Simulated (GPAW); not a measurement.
# Mo2NCl2 MXene monolayer in an electric field

Aim: the dipole that a field along the normal induces in Mo2NCl2 MXene monolayer.

Main program and level: GPAW 26.7.0; GPAW, PAW setups; layer in a repeated cell with vacuum, relaxation of atoms and in-plane cell, in the first sound run; inputs show where later runs differ.

Most raw output is cut from this account.

## (1) The starting structure

The cell holds 5 atoms: 2 Cl, 2 Mo and 1 N. Its edges and angles: a = 2.953 Å, b = 2.953 Å, c = 21.726 Å, α = 90.0°, β = 90.0°, γ = 120.0°. Vacuum lies along c.

## (2) Relaxing the atoms

The atoms are relaxed first, since the surface dipole, and with it the work function, follows the positions of the outer layers.

File run.py:

```python
import json
import numpy as np
from ase import Atoms
from ase.filters import FrechetCellFilter
from ase.optimize import BFGS
from gpaw import GPAW, PW

slab = Atoms(
    ['Cl', 'Mo', 'N', 'Mo', 'Cl'],
    positions=[
        [-0.00000, 1.70505, 8.00000],
        [1.47662, 0.85253, 9.69754],
        [0.00000, 0.00000, 10.86281],
        [-0.00000, 1.70505, 12.02807],
        [1.47662, 0.85253, 13.72561]],
    cell=[[2.95324, 0.0, 0.0], [-1.47662, 2.55758, 0.0], [0.0, 0.0, 21.7256]],
    pbc=[True, True, True])

slab.calc = GPAW(mode=PW(600), xc='PBE', kpts={'size': (12, 12, 1), 'gamma': True},
                 occupations={'name': 'fermi-dirac', 'width': 0.05}, nbands='160%',
                 convergence={'density': 1e-05}, maxiter=200,
                 symmetry={'tolerance': 1e-3}, txt='slab.txt')
result = {}
# The in-plane cell is free; stress needs a cell that repeats along all three vectors
path = []
opt = BFGS(FrechetCellFilter(slab, mask=[1, 1, 0, 0, 0, 1]), maxstep=0.2)
opt.attach(lambda: path.append((slab.get_potential_energy(), slab.positions.tolist(), slab.get_forces().tolist())))
result['relaxed'] = bool(opt.run(fmax=0.02, steps=45))
result['path'] = path
result['cell'] = slab.cell.tolist()
print('in-plane lattice', slab.cell.cellpar().round(4)[[0, 1, 5]])
energy = slab.get_potential_energy()
fermi = slab.calc.get_fermi_level()
v = slab.calc.get_electrostatic_potential().mean((0, 1)) - fermi
n = slab.calc.get_pseudo_density().mean((0, 1))
L = slab.cell[2, 2]
z = np.arange(len(v)) * L / len(v)
low, high = slab.positions[:, 2].min(), slab.positions[:, 2].max()
below, above = np.interp([low - 5.8, high + 5.8], z, v)
slopes = [np.interp(x, z, np.gradient(v, z)) for x in (low - 5.8, high + 5.8)]
eps = np.array([[slab.calc.get_eigenvalues(k, s) for k in range(len(slab.calc.get_ibz_k_points()))]
                for s in range(slab.calc.get_number_of_spins())]) - fermi
top, bottom = eps[eps < 0].max(), eps[eps > 0].min()
dipole = slab.get_dipole_moment()[2]
print(f'energy {energy:.4f} eV, Fermi level {fermi:.4f} eV, dipole {dipole:.5f} e A')
print(f'potential 5.8 A off the faces, from the Fermi level: lower {below:.4f} eV, upper {above:.4f} eV')
print(f'slope of the potential there: lower {slopes[0]:.5f}, upper {slopes[1]:.5f} eV/A')
print(f'nearest levels on the mesh: {top:.4f} and {bottom:.4f} eV')
print('magnetic moment', round(slab.get_magnetic_moment(), 3))
result.update(energy=energy, fermi=fermi, dipole=dipole, below=below, above=above, slopes=slopes, edges=[top, bottom],
              z=z.tolist(), v=v.tolist(), n=n.tolist(), positions=slab.positions.tolist(),
              forces=slab.get_forces(apply_constraint=False).tolist(), moments=slab.get_magnetic_moments().tolist())
json.dump(result, open('result.json', 'w'))
```

The run is started by

```bash
> OMP_NUM_THREADS=1 OPENBLAS_NUM_THREADS=1 python run.py
```

Elapsed: 18 min, on 1 thread of Arm Neoverse V2, shared host; peak memory 0.42 GiB.

This run has no spin polarisation, although Mo can carry a moment.

Numbers from this step:

- dipole along the normal: 2.38e-4 e·Å
- levels nearest the Fermi level on the mesh: -0.06491, 0.008947 eV from the Fermi level

The electrostatic potential energy of an electron (without an applied field's), less the Fermi level, planar mean oscillates, so the rows of the table below give means over windows of 2 Å about each position, cut where the curve ends. Its maxima inside the range that stand out by 2 % of the span (Å: eV): 8.4: -4.21, 10.4: -6.59, 11.3: -6.59, 13.3: -4.22. Its minima: 7.6: -22.9, 9.5: -26.7, 10.9: -13.8, 12.3: -26.7, 14.1: -22.9.

Electrostatic potential energy of an electron (without an applied field's), less the Fermi level, planar mean against z; means over each step:

```csv
z (Å),"electrostatic potential energy of an electron (without an applied field's), less the Fermi level, planar mean (eV)"
1.00,4.31
3.00,4.31
5.00,4.27
7.00,-6.11
9.00,-14.5
11.00,-10.6
13.00,-14.5
15.00,-3.05
17.00,4.29
19.00,4.30
21.00,4.31
```

The pseudo valence density, planar mean oscillates, so the rows of the table below give means over windows of 1.48 Å about each position, cut where the curve ends. Its maxima inside the range that stand out by 2 % of the span (Å: e/Å³): 8.0: 0.643, 9.6: 1.81, 10.9: 0.744, 12.2: 1.81, 13.7: 0.643. Its minima: 8.5: 0.391, 10.3: 0.548, 11.5: 0.548, 13.2: 0.391.

The pseudo valence density, planar mean by z; means over each step:

```csv
z (Å),"pseudo valence density, planar mean (e/Å³)"
3.70,2.1e-5
5.18,0.00203
6.66,0.209
8.14,0.531
9.62,1.10
11.10,0.678
12.58,1.03
14.06,0.541
15.54,0.0612
17.02,4.5e-4
18.50,5.3e-6
```

The relaxation lowered the energy of the cell by 1.09 eV (energies extrapolated to zero smearing; the optimiser's log prints free energies). The largest force left on a free atom is 0.0033 eV/Å.

## (3) Plane waves, PBE

The work function is the vacuum plateau of the electrostatic potential less the Fermi level; a dipole layer lets the two faces have plateaus of their own.

This step: GPAW, PAW setups; slab in vacuum (GPAW 26.7.0).

The cell differs from the one that the last finished run ended in (c 21.726 → 22.405 Å).

run.py, as its differences from that of step 2:

```diff
@@ -3,4 +3,2 @@
 from ase import Atoms
-from ase.filters import FrechetCellFilter
-from ase.optimize import BFGS
 from gpaw import GPAW, PW
@@ -10,23 +8,16 @@
     positions=[
-        [-0.00000, 1.70505, 8.00000],
-        [1.47662, 0.85253, 9.69754],
-        [0.00000, 0.00000, 10.86281],
-        [-0.00000, 1.70505, 12.02807],
-        [1.47662, 0.85253, 13.72561]],
-    cell=[[2.95324, 0.0, 0.0], [-1.47662, 2.55758, 0.0], [0.0, 0.0, 21.7256]],
-    pbc=[True, True, True])
+        [0.00000, 1.71554, 8.00000],
+        [1.48571, 0.85778, 9.82797],
+        [0.00000, 0.00000, 11.20270],
+        [-0.00000, 1.71554, 12.57741],
+        [1.48571, 0.85778, 14.40538]],
+    cell=[[2.97142, 0.0, 0.0], [-1.48571, 2.57332, 0.0], [0.0, 0.0, 22.4054]],
+    pbc=[True, True, False])
 
-slab.calc = GPAW(mode=PW(600), xc='PBE', kpts={'size': (12, 12, 1), 'gamma': True},
+slab.calc = GPAW(mode=PW(500), xc='PBE', kpts={'size': (12, 12, 1), 'gamma': True},
                  occupations={'name': 'fermi-dirac', 'width': 0.05}, nbands='160%',
                  convergence={'density': 1e-05}, maxiter=200,
+                 poissonsolver={'dipolelayer': 'xy'},
                  symmetry={'tolerance': 1e-3}, txt='slab.txt')
 result = {}
-# The in-plane cell is free; stress needs a cell that repeats along all three vectors
-path = []
-opt = BFGS(FrechetCellFilter(slab, mask=[1, 1, 0, 0, 0, 1]), maxstep=0.2)
-opt.attach(lambda: path.append((slab.get_potential_energy(), slab.positions.tolist(), slab.get_forces().tolist())))
-result['relaxed'] = bool(opt.run(fmax=0.02, steps=45))
-result['path'] = path
-result['cell'] = slab.cell.tolist()
-print('in-plane lattice', slab.cell.cellpar().round(4)[[0, 1, 5]])
 energy = slab.get_potential_energy()
```

It took 48 s on 1 thread; peak memory 0.25 GiB.

This step gave:

```yaml
dipole_along_the_normal: -2.24e-4 e·Å
levels_nearest_the_fermi_level_on_the_mesh: -0.06557, 0.009404 eV from the Fermi level
upper_work_function: 4.311 eV
lower_work_function: 4.304 eV
```

The electrostatic potential energy of an electron (without an applied field's), less the Fermi level, planar mean by z:

z (Å), electrostatic potential energy of an electron (without an applied field's), less the Fermi level, planar mean (eV) and a bar from the least value:
```
      0.0        4.3 ##############################
      0.5        4.3 ##############################
      1.0        4.3 ##############################
      1.5        4.3 ##############################
      2.0        4.3 ##############################
      2.5        4.3 ##############################
      3.0        4.3 ##############################
      3.5        4.3 ##############################
      4.0        4.3 ##############################
      4.5        4.3 ##############################
      5.0        4.3 ##############################
      5.5        4.3 ##############################
      6.0        4.2 ##############################
      6.5        3.9 ##############################
      7.0        2.4 ############################
      7.5       -5.9 ####################
      8.0      -22.7 ###
      8.5       -7.8 ##################
      9.0       -5.7 ####################
      9.5      -19.7 ######
     10.0      -24.4 ##
     10.5       -9.1 #################
     11.0      -10.4 ################
     11.5       -8.3 ##################
     12.0      -11.4 ###############
     12.5      -26.1 
     13.0      -16.4 ##########
     13.5       -4.7 #####################
     14.0      -10.6 ###############
     14.5      -21.5 #####
     15.0       -3.3 #######################
     15.5        2.9 #############################
     16.0        4.0 ##############################
     16.5        4.3 ##############################
     17.0        4.3 ##############################
     17.5        4.3 ##############################
     18.0        4.3 ##############################
     18.5        4.3 ##############################
     19.0        4.3 ##############################
     19.5        4.3 ##############################
     20.0        4.3 ##############################
     20.5        4.3 ##############################
     21.0        4.3 ##############################
     21.5        4.3 ##############################
     22.0        4.3 ##############################
```

The pseudo valence density, planar mean oscillates, so the rows of the table below give means over windows of 1 Å about each position, cut where the curve ends. Its maxima inside the range that stand out by 2 % of the span (Å: e/Å³): 8.2: 0.640, 9.9: 1.81, 11.2: 0.744, 12.5: 1.81, 14.2: 0.640. Its minima: 9.0: 0.386, 10.6: 0.552, 11.8: 0.552, 13.4: 0.386.

Pseudo valence density, planar mean against z; means over each step:

```csv
z (Å),"pseudo valence density, planar mean (e/Å³)"
4,1.3e-5
5,2.6e-4
6,0.00666
7,0.175
8,0.587
9,0.557
10,1.29
11,0.668
12,0.895
13,1.01
14,0.549
15,0.382
16,0.0261
17,9.4e-4
18,4.3e-5
```

The potential is flat to 2.2e-5 eV/Å where it is read, so the vacuum is wide enough.

## (4) In a field

A uniform field along the normal polarises the slab; the atoms stay fixed, so this is the electronic response alone.

run.py, as its differences from that of step 3:

```diff
@@ -4,2 +4,3 @@
 from gpaw import GPAW, PW
+from gpaw.external import ConstantElectricField
 
@@ -20,2 +21,3 @@
                  poissonsolver={'dipolelayer': 'xy'},
+                 external=ConstantElectricField(-0.2, [0, 0, 1]),
                  symmetry={'tolerance': 1e-3}, txt='slab.txt')
```

It took 3.4 min on 1 thread; peak memory 0.52 GiB.

This step gave:

```yaml
dipole_along_the_normal: -0.06963 e·Å
levels_nearest_the_fermi_level_on_the_mesh: -0.06548, 0.009296 eV from the Fermi level
potential_below_the_slab_the_applied_field_s_own_ramp_left_out: 3.486 eV from the Fermi level
potential_above_the_slab_the_applied_field_s_own_ramp_left_out: 5.134 eV from the Fermi level
```

Table of electrostatic potential energy of an electron (without an applied field's), less the Fermi level, planar mean by z:

z (Å), electrostatic potential energy of an electron (without an applied field's), less the Fermi level, planar mean (eV) and a bar from the least value:
```
      0.0        4.3 #############################
      0.5        3.5 ############################
      1.0        3.5 ############################
      1.5        3.5 ############################
      2.0        3.5 ############################
      2.5        3.5 ############################
      3.0        3.5 ############################
      3.5        3.5 ############################
      4.0        3.5 ############################
      4.5        3.5 ############################
      5.0        3.5 ############################
      5.5        3.5 ############################
      6.0        3.4 ############################
      6.5        3.1 ############################
      7.0        1.6 ###########################
      7.5       -6.7 ###################
      8.0      -23.3 ##
      8.5       -8.3 #################
      9.0       -6.2 ###################
      9.5      -20.1 ######
     10.0      -24.7 #
     10.5       -9.2 ################
     11.0      -10.4 ###############
     11.5       -8.2 #################
     12.0      -11.2 ##############
     12.5      -25.9 
     13.0      -16.0 ##########
     13.5       -4.2 #####################
     14.0      -10.0 ###############
     14.5      -20.9 #####
     15.0       -2.6 #######################
     15.5        3.7 #############################
     16.0        4.8 ##############################
     16.5        5.1 ##############################
     17.0        5.1 ##############################
     17.5        5.1 ##############################
     18.0        5.1 ##############################
     18.5        5.1 ##############################
     19.0        5.1 ##############################
     19.5        5.1 ##############################
     20.0        5.1 ##############################
     20.5        5.1 ##############################
     21.0        5.1 ##############################
     21.5        5.1 ##############################
     22.0        5.1 ##############################
```

Force by atom:

```csv
atom,x (eV/Å),y (eV/Å),z (eV/Å),size
Cl1,0.0000,0.0000,0.0223,0.0223
Mo2,-0.0001,0.0000,-0.0621,0.0621
N3,0.0000,0.0000,0.0219,0.0219
Mo4,0.0001,0.0000,-0.0139,0.0139
Cl5,0.0000,0.0000,0.0316,0.0316
```

The dipole is now -0.0696 e Å, against -2.2e-4 in the run without a field.

## (5) In a field

run.py, as its differences from that of step 4:

```diff
@@ -21,3 +21,3 @@
                  poissonsolver={'dipolelayer': 'xy'},
-                 external=ConstantElectricField(-0.2, [0, 0, 1]),
+                 external=ConstantElectricField(-0.1, [0, 0, 1]),
                  symmetry={'tolerance': 1e-3}, txt='slab.txt')
```

Elapsed: 3.4 min, on 1 thread; peak memory 0.52 GiB.

Numbers from this step:

- dipole along the normal: -0.03481 e·Å
- levels nearest the Fermi level on the mesh: -0.06552, 0.009367 eV from the Fermi level
- potential below the slab, the applied field's own ramp left out: 3.897 eV from the Fermi level
- potential above the slab, the applied field's own ramp left out: 4.720 eV from the Fermi level

The electrostatic potential energy of an electron (without an applied field's), less the Fermi level, planar mean oscillates, so the rows of the table below give means over windows of 1.96 Å about each position, cut where the curve ends. Its maxima inside the range that stand out by 2 % of the span (Å: eV): 8.8: -4.44, 10.7: -6.57, 11.7: -6.48, 13.6: -3.97. Its minima: 8.0: -23.2, 9.8: -26.8, 11.2: -13.9, 12.6: -26.5, 14.4: -22.6.

The electrostatic potential energy of an electron (without an applied field's), less the Fermi level, planar mean by z; means over each step:

z (Å), electrostatic potential energy of an electron (without an applied field's), less the Fermi level, planar mean (eV) and a bar from the least value:
```
     0.98        3.9 #############################
     2.94        3.9 #############################
     4.90        3.9 #############################
     6.86       -0.6 ######################
     8.82      -14.1 #
    10.78      -12.8 ###
    12.74      -14.7 
    14.70       -8.1 ##########
    16.66        4.6 ##############################
    18.62        4.7 ##############################
    20.58        4.7 ##############################
```

The dipole is now -0.0348 e Å, against -2.2e-4 in the run without a field.

## (6) Field on

run.py, as its differences from that of step 5:

```diff
@@ -21,3 +21,3 @@
                  poissonsolver={'dipolelayer': 'xy'},
-                 external=ConstantElectricField(-0.1, [0, 0, 1]),
+                 external=ConstantElectricField(-0.05, [0, 0, 1]),
                  symmetry={'tolerance': 1e-3}, txt='slab.txt')
```

The job ended after 3.8 min (1 thread; peak memory 0.52 GiB).

## (7) Field on

run.py, as its differences from that of step 6:

```diff
@@ -21,3 +21,3 @@
                  poissonsolver={'dipolelayer': 'xy'},
-                 external=ConstantElectricField(-0.05, [0, 0, 1]),
+                 external=ConstantElectricField(0.05, [0, 0, 1]),
                  symmetry={'tolerance': 1e-3}, txt='slab.txt')
```

Elapsed: 3.8 min, on 1 thread; peak memory 0.52 GiB.

## (8) In a field

run.py, as its differences from that of step 7:

```diff
@@ -21,3 +21,3 @@
                  poissonsolver={'dipolelayer': 'xy'},
-                 external=ConstantElectricField(0.05, [0, 0, 1]),
+                 external=ConstantElectricField(0.1, [0, 0, 1]),
                  symmetry={'tolerance': 1e-3}, txt='slab.txt')
```

Wall time 3.4 min (1 thread); peak memory 0.52 GiB.

The electrostatic potential energy of an electron (without an applied field's), less the Fermi level, planar mean oscillates, so the rows of the table below give means over windows of 1.96 Å about each position, cut where the curve ends. Its maxima inside the range that stand out by 2 % of the span (Å: eV): 8.8: -3.97, 10.7: -6.48, 11.7: -6.57, 13.6: -4.44. Its minima: 8.0: -22.6, 9.8: -26.5, 11.2: -13.9, 12.6: -26.8, 14.4: -23.2.

Table of electrostatic potential energy of an electron (without an applied field's), less the Fermi level, planar mean by z; means over each step:

```csv
z (Å),"electrostatic potential energy of an electron (without an applied field's), less the Fermi level, planar mean (eV)"
0.98,4.68
2.94,4.72
4.90,4.71
6.86,0.193
8.82,-13.6
10.78,-12.7
12.74,-15.0
14.70,-8.74
16.66,3.78
18.62,3.90
20.58,3.90
```

The dipole is now 0.0348 e Å, against -2.2e-4 in the run without a field.

## (9) Field on

run.py, as its differences from that of step 8:

```diff
@@ -21,3 +21,3 @@
                  poissonsolver={'dipolelayer': 'xy'},
-                 external=ConstantElectricField(0.1, [0, 0, 1]),
+                 external=ConstantElectricField(0.2, [0, 0, 1]),
                  symmetry={'tolerance': 1e-3}, txt='slab.txt')
```

Elapsed: 3.4 min, on 1 thread; peak memory 0.52 GiB.

[end of part 1 of 2]

[Logs are printed without paths, hosts, clocks, repeated set-up lines and the standing remarks that a program may print on its own settings, such as how far it seeks lower states.]

[Hosts, paths, dates, database ids (printed as entryN), source tags and the programs' standing remarks are cut or masked in the printed files.]
